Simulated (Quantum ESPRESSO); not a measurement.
# SiC (Moissanite 3C): from Born charge to LO-TO splitting

How high does the longitudinal optical mode of SiC (Moissanite 3C) lie, given the transverse one, the Born charge and ε∞?

Program: Quantum ESPRESSO 7.5. Level of theory: DFT PBE, scalar-relativistic, plane waves, PseudoDojo norm-conserving pseudopotentials. Results are calculated unless marked as measured.

## (1) Set-up

It takes space group F-43m (No. 216, cubic). The conventional cell has a = 4.380 Å, b = 4.380 Å, c = 4.380 Å, α = 90.00°, β = 90.00°, γ = 90.00°. Nearest to Si lie 4 C at 1.90 Å. Nearest to C lie 4 Si at 1.90 Å. Farther neighbours are not listed.

Coordinates:

```cif
data_structure
_symmetry_space_group_name_H-M 'P 1'
_symmetry_Int_Tables_number 1
_cell_length_a 3.0970
_cell_length_b 3.0970
_cell_length_c 3.0970
_cell_angle_alpha 60.000
_cell_angle_beta 60.000
_cell_angle_gamma 60.000
_cell_volume 21.00
loop_
_atom_site_label
_atom_site_type_symbol
_atom_site_fract_x
_atom_site_fract_y
_atom_site_fract_z
_atom_site_occupancy
Si1 Si 0.00000 0.00000 0.00000 1
C2 C 0.25000 0.25000 0.25000 1
```

This is the cell after its relaxation at this level of theory, not the database cell from which that began.

## (2) What the response run gave

A linear-response run on the relaxed cell, with the response to an electric field; only its zone-centre results are used. Cutoff 90 Ry, k mesh 12×12×12.

Log:

```text
[banners, grids, parts of the stress and lines that vanish by symmetry left out]
Program PHONON v.7.5
     Reading xml data from directory:

[...]
Exchange-correlation= PBE
                           (   1   4   3   4   0   0   0)
[...]
kinetic-energy cut-off    =      90.0000  Ry
     charge density cut-off    =     360.0000  Ry
     convergence threshold     =      1.0E-18
[...]
Exchange-correlation= PBE
                           (   1   4   3   4   0   0   0)
[...]
q = (   0.0000000   0.0000000   0.0000000 )
     25 Sym.Ops. (with q -> -q+G )
     G cutoff =  624.6847  (  16361 G-vectors)     FFT grid: ( 36, 36, 36)
     number of k points=    72
[...]
Mode symmetry, T_d (-43m)  point group:
[...]
Dielectric constant
[...]
End of electric fields calculation
          Dielectric constant in cartesian axis
          (       6.964883657      -0.000000000       0.000000000 )
          (      -0.000000000       6.964883657      -0.000000000 )
          (      -0.000000000      -0.000000000       6.964883657 )
          Effective charges (d Force / dE) in cartesian axis without acoustic sum rule applied (asr)
           atom    1  Si    Mean Z*:        2.68912
      Ex  (        2.68912       -0.00000       -0.00000 )
      Ey  (       -0.00000        2.68912        0.00000 )
      Ez  (       -0.00000        0.00000        2.68912 )
           atom    2  C     Mean Z*:       -2.69050
      Ex  (       -2.69050       -0.00000        0.00000 )
      Ey  (       -0.00000       -2.69050       -0.00000 )
      Ez  (        0.00000       -0.00000       -2.69050 )
          Effective charges Sum: Mean:       -0.00137
[...]
Effective charges (d Force / dE) in cartesian axis with asr applied:
           atom    1  Si    Mean Z*:        2.68981
[...]
atom    2  C     Mean Z*:       -2.68981
[...]
Representation #   1 modes #   1   2   3
[...]
End of self-consistent calculation
     Convergence has been achieved
     Representation #   2 modes #   4   5   6
[...]
End of self-consistent calculation
     Convergence has been achieved
[...]
Dielectric constant in cartesian axis
          (       6.964883657      -0.000000000       0.000000000 )
          (      -0.000000000       6.964883657      -0.000000000 )
          (      -0.000000000      -0.000000000       6.964883657 )
          Effective charges (d Force / dE) in cartesian axis without acoustic sum rule applied (asr)
           atom    1  Si    Mean Z*:        2.68912
      Ex  (        2.68912       -0.00000       -0.00000 )
      Ey  (       -0.00000        2.68912        0.00000 )
      Ez  (       -0.00000        0.00000        2.68912 )
           atom    2  C     Mean Z*:       -2.69050
      Ex  (       -2.69050       -0.00000        0.00000 )
      Ey  (       -0.00000       -2.69050       -0.00000 )
      Ez  (        0.00000       -0.00000       -2.69050 )
          Effective charges Sum: Mean:       -0.00137
[...]
Effective charges (d Force / dE) in cartesian axis with asr applied:
           atom    1  Si    Mean Z*:        2.68981
[...]
atom    2  C     Mean Z*:       -2.68981
[...]
q = (    0.000000000   0.000000000   0.000000000 )
[...]
freq (    1) =      -0.040703 [THz] =      -1.357719 [cm-1]
     freq (    2) =      -0.040703 [THz] =      -1.357719 [cm-1]
     freq (    3) =      -0.040703 [THz] =      -1.357719 [cm-1]
     freq (    4) =      23.294482 [THz] =     777.020287 [cm-1]
     freq (    5) =      23.294482 [THz] =     777.020287 [cm-1]
     freq (    6) =      23.294482 [THz] =     777.020287 [cm-1]
[...]
Mode symmetry, T_d (-43m)  point group:
     freq (   1-   3) =         -1.4  [cm-1]   --> T_2  G_15 P_4   I+R
     freq (   4-   6) =        777.0  [cm-1]   --> T_2  G_15 P_4   I+R

   JOB DONE.
```

```csv
quantity,value
cell volume Ω (Å³),21.005
mass of Si (u),28.085
mass of C (u),12.011
"Born charge of Si, raw (e)",2.689
"Born charge of C, raw (e)",-2.691
ε∞,6.965
ω(TO) after the sum rule (cm⁻¹),777.0
```

## (3) The calculation

The charges must sum to zero over the cell; taking off their mean, -0.001 e, leaves Z* = 2.690 e on Si. In the polar mode Si moves against C, so the reduced mass is μ = 28.09 × 12.01 / 40.10 = 8.413 u.

A longitudinal wave builds up a field that adds to the restoring force: ω(LO)² = ω(TO)² + 4π Z*² / (μ Ω ε∞), in Hartree atomic units. With μ = 15336 electron masses and Ω = 141.75 bohr³ the second term is 6.0049e-06 Ha², or 289250 cm⁻² (1 Ha = 219474.6 cm⁻¹).

So ω(LO) = √(603760 + 289250) = 945.0 cm⁻¹, and by the Lyddane-Sachs-Teller relation ε₀ = ε∞ (ω(LO)/ω(TO))² = 10.30.

## (4) Check against the program

The analysis program adds the same non-analytic term to the full matrix, here for q along (1 0 0).

Log:

```text
[banner, memory and clock lines left out]
Program DYNMAT v.7.5

     Reading Dynamical Matrix from file g.dyn
     ...Force constants read
     ...epsilon and Z* read

     Polarizability (A^3 units)
     multiply by 0.334639 for Clausius-Mossotti correction
         9.970403   -0.000000   -0.000000
        -0.000000    9.970403   -0.000000
         0.000000   -0.000000    9.970403

     IR activities are in (D/A)^2/amu units

# mode   [cm-1]    [THz]      IR
    1     -0.00   -0.0000    0.0000
    2     -0.00   -0.0000    0.0000
    3      0.00    0.0000    0.0000
    4    777.02   23.2946   19.8408
    5    777.02   23.2946   19.8408
    6    945.00   28.3303   19.8408
```

ε₀ comes from the program's run without a direction of q.

```csv
quantity,by hand,program
ω(LO) (cm⁻¹),945.0,945.0
ε₀,10.30,10.30
```

## (5) Summary of results

| Property | Result |
| --- | --- |
| TO mode | 777.0 cm⁻¹ |
| LO mode | 945 cm⁻¹ |
| static dielectric constant | 10.30 |

In words: The LO mode of SiC (Moissanite 3C) lies at 945 cm⁻¹, 168 cm⁻¹ above the TO mode; the formula meets the program within 0.1 cm⁻¹, as it must for a cubic crystal with one polar mode. ω(LO)² − ω(TO)² goes with Z*²/ε∞: an error of 5 % in ε∞ would move the LO mode by 7.3 cm⁻¹, and semilocal functionals tend to overestimate ε∞. These are harmonic values at zero temperature, at the volume of this functional, for the structure held cubic; stability elsewhere in the zone is no part of this calculation.

[Host names and launcher messages were left out of these logs when they were recorded.]

[Logs are printed without paths, hosts, clocks, repeated set-up lines and the standing remarks that a program may print on its own settings, such as how far it seeks lower states.]

[Hosts, paths, dates, database ids (printed as entryN), source tags and the programs' standing remarks are cut or masked in the printed files.]
